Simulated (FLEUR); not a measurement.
# How the smearing moves the magnetism of CrIr3, part 2 of 2

Wanted: the cheapest choice of the smearing that holds the magnetic results of CrIr3.

FLEUR MaX-R8.1; LDA (VWN); all-electron FLAPW, Dirac cores, scalar-relativistic bands.

So far, largest spin moment in the muffin-tin sphere (μB): step 3 (rung 2 (width 0.25 eV), start ferro +) 1.21; step 4 (smearing width 0.12 eV) 1.53; step 5 (smearing width 0.05 eV) 1.57.

**6. Rung 5 (width 0.02 eV), start ferro +**

File inp.xml:

```
<?xml version="1.0" encoding="UTF-8" standalone="no"?>
<fleurInput fleurInputVersion="0.39">
   <comment>
      CrIr3
   </comment>
   <calculationSetup>
      <cutoffs Kmax="3.6" Gmax="10.8" GmaxXC="10.8" numbands="0"/>
      <scfLoop itmax="90" minDistance="0.00002" maxIterBroyd="15" imix="Anderson" alpha="0.1" precondParam="0.0" spinf="2.0" sdNocoIR="T"/>
      <coreElectrons ctail="T" frcor="F" kcrel="0" coretail_lmax="0"/>
      <xcFunctional name="vwn" relativisticCorrections="F"/>
      <magnetism jspins="2"/>
      <soc l_soc="F" theta="0.0" phi="0.0" spav="F"/>
      <expertModes spex="0" secvar="F"/>
      <geometryOptimization l_f="F" forcealpha="1.0" forcemix="BFGS" epsdisp="0.00001" epsforce="0.00001"/>
      <ldaU l_linMix="F" mixParam="0.05" spinf="1.0"/>
   </calculationSetup>
   <cell>
      <bzIntegration valenceElectrons="59.0" mode="hist" fermiSmearingEnergy="0.00073499">
         <kPointListSelection listName="default-1"/>
         <xi:include xmlns:xi="http://www.w3.org/2001/XInclude" href="kpts.xml"> </xi:include>
      </bzIntegration>
      <xi:include xmlns:xi="http://www.w3.org/2001/XInclude" href="sym.xml"> </xi:include>
      <bulkLattice scale="1.0">
         <bravaisMatrix>
            <row-1>    7.2076751127272773     0.0000000000000000     0.0000000000000000</row-1>
            <row-2>    0.0000000000000000     7.2076751127272773     0.0000000000000000</row-2>
            <row-3>    0.0000000000000000     0.0000000000000000     7.2076751127272773</row-3>
         </bravaisMatrix>
      </bulkLattice>
   </cell>
   <atomSpecies>
      <species name="Chromium (2.500" element="Cr" atomicNumber="24">
         <mtSphere radius="2.48" gridPoints="819" logIncrement="0.015"/>
         <atomicCutoffs lmax="10" lnonsphr="8"/>
         <electronConfig flipSpins="F">
            <coreConfig>(1s1/2) (2s1/2) (2p1/2) (2p3/2)</coreConfig>
            <valenceConfig>(3s1/2) (3p1/2) (3p3/2) (4s1/2) (3d3/2) (3d5/2)</valenceConfig>
            <stateOccupation state="(4s1/2)" spinUp="0.5" spinDown="0.5"/>
            <stateOccupation state="(3d3/2)" spinUp="1.0" spinDown="1.0"/>
            <stateOccupation state="(3d5/2)" spinUp="2.75" spinDown="0.25"/>
         </electronConfig>
         <energyParameters s="4" p="4" d="3" f="4"/>
         <lo type="SCLO" l="0" n="3" eDeriv="0"/>
         <lo type="SCLO" l="1" n="3" eDeriv="0"/>
      </species>
      <species name="Iridium (Ir)" element="Ir" atomicNumber="77">
         <mtSphere radius="2.48" gridPoints="819" logIncrement="0.016"/>
         <atomicCutoffs lmax="10" lnonsphr="8"/>
         <electronConfig flipSpins="F">
            <coreConfig>(1s1/2) (2s1/2) (2p1/2) (2p3/2) (3s1/2) (3p1/2) (3p3/2) (4s1/2) (3d3/2) (3d5/2) (4p1/2) (4p3/2) (5s1/2) (4d3/2) (4d5/2) (4f5/2) (4f7/2)</coreConfig>
            <valenceConfig>(5p1/2) (5p3/2) (6s1/2) (5d3/2) (5d5/2)</valenceConfig>
            <stateOccupation state="(5d3/2)" spinUp="1.400000" spinDown="1.400000"/>
            <stateOccupation state="(5d5/2)" spinUp="2.100000" spinDown="2.100000"/>
         </electronConfig>
         <energyParameters s="6" p="6" d="5" f="5"/>
         <lo type="SCLO" l="1" n="5" eDeriv="0"/>
      </species>
   </atomSpecies>
   <atomGroups>
      <atomGroup species="Chromium (2.500">
         <relPos label="                   1">.0000000000 .0000000000 .0000000000</relPos>
         <force calculate="T" relaxXYZ="TTT"/>
      </atomGroup>
      <atomGroup species="Iridium (Ir)">
         <relPos label="                   2">.0000000000 1.000/2.000 1.000/2.000</relPos>
         <relPos label="                   3">1.000/2.000 1.000/2.000 .0000000000</relPos>
         <relPos label="                   4">1.000/2.000 .0000000000 1.000/2.000</relPos>
         <force calculate="T" relaxXYZ="TTT"/>
      </atomGroup>
   </atomGroups>
   <output dos="F" band="F" slice="F">
      <bandDOS minEnergy="-.5*Htr" maxEnergy="0.5*Htr" sigma="0.015" storeEVData="T"/>
      <plotting iplot="0" polar="F">
         <plot TwoD="T" vec1="  1.0  0.0  0.0" vec2="  0.0  1.0  0.0" vec3="  0.0  0.0  1.0" zero="  0.0  0.0  0.0" file="plot"/>
      </plotting>
      <moessbauerParams electricFieldGradient="F" isomerShift="F" coreHyperfine="F" valenceHyperfine="F"/>
   </output>
</fleurInput>
```

File crystal.txt:

```
CrIr3
&input film=F cartesian=F /
3.81413741330  0.00000000000  0.00000000000
0.00000000000  3.81413741330  0.00000000000
0.00000000000  0.00000000000  3.81413741330
1.8897261246
1.0 1.0 1.0

4
24 0.00000000000  0.00000000000  0.00000000000 : 2.500
77 0.00000000000  0.50000000000  0.50000000000
77 0.50000000000  0.50000000000  0.00000000000
77 0.50000000000  0.00000000000  0.50000000000

&kpt div1=8 div2=8 div3=8 gamma=T /
```

On the command line:

```sh
OMP_NUM_THREADS=1 inpgen -f crystal.txt > inpgen.log  # inp.xml is then edited as shown
OMP_NUM_THREADS=1 mpirun -n 4 fleur_MPI > fleur.log
```

The log of the run:

```text
[banner, memory and clock lines left out]
Welcome to FLEUR        (www.flapw.de)
      MaX-Release 8.1          (www.max-centre.eu)

 ========== k-point set info ==========
 Selected k-point list: default-1
 k-point list type: mesh
 0 x 0 x 0
 Number of k points: 36

 [... set-up left out ...]
 Iteration:     1   Distance:      46.22653626 me/bohr^3
 Iteration:     2   Distance:      20.67007656 me/bohr^3
 Iteration:     3   Distance:      12.74003519 me/bohr^3
 Iteration:     4   Distance:      10.40924104 me/bohr^3
 Iteration:     5   Distance:       5.11448885 me/bohr^3
[...]
<sumOfEigenvalues value="   -33438.0157781588">
               <coreElectrons value="-33417.2740018287"/>
               <valenceElectrons value="-20.7417763301"/>
            </sumOfEigenvalues>
         [... left out ...]
            <freeEnergy value="-54593.3048205728"/>
            <extrapolationTo0K value="-54593.3047668396"/>
         </totalEnergy>
         <densityConvergence units="me/bohr^3">
            <chargeDensity spin="1" distance="0.0000087955"/>
            <chargeDensity spin="2" distance="0.0000133897"/>
            <overallChargeDensity distance="0.0000125267"/>
            <spinDensity distance="0.0000188779"/>
         </densityConvergence>
      </iteration>
```

Elapsed: 40 s, on 4 MPI ranks of Arm Neoverse V1, shared host; peak memory 0.23 GiB; 2.7 min of CPU time.

Read from the output:

```yaml
free_energy: -1485559.5039 eV
program_s_band_gap_on_this_mesh_in_a_metal_only_a_level_spacing: 0.02101 eV
magnetization: 1.189 μB
final_state: ferromagnetic, with opposed induced moments
largest_moment: 1.573 μB
```

The largest moment is that of rung 4, at 1.0 times its CPU time.

**7. Side by side**

Ladder, by row:

```
rung  smearing (eV)  state from the first start  moment, first (μB)  CPU time (s), all starts
   1            0.5                non-magnetic                   0                     244.1
   2           0.25               ferromagnetic               1.209                     193.9
   3           0.12               ferromagnetic               1.527                     168.2
   4           0.05               ferromagnetic               1.573                     159.2
   5           0.02               ferromagnetic               1.573                     159.2
```

**8. Summary of results**

* range of the moment in the table, first start: 0 to 1.57 μB
* range of CPU time: 2.7 min to 4.1 min
* first rung from which all stay within 0.03 μB of the last: 4

**Reading.** From rung 4 on the result stays within 3.8e-4 μB of the last rung, inside the margin of 0.03 μB set for it, at 100 % of the last rung's cost. The mesh stays the same, and a narrow smearing needs a finer one, so the last rung is no sure reference. Only the parallel order fits this cell, so the ladder says nothing of other orders. The end states change along the ladder, as the table shows.

[Logs and program files are shortened in this print: banners, set-up blocks, solver, clock and traceback lines can be left out without a mark of their own.]

[Logs are printed without paths, hosts, clocks, repeated set-up lines and the standing remarks that a program may print on its own settings, such as how far it seeks lower states.]

[Hosts, paths, dates, database ids (printed as entryN), source tags and the programs' standing remarks are cut or masked in the printed files.]

[Where a cell is said to come from a database of computed structures, the database is the Materials Project.]
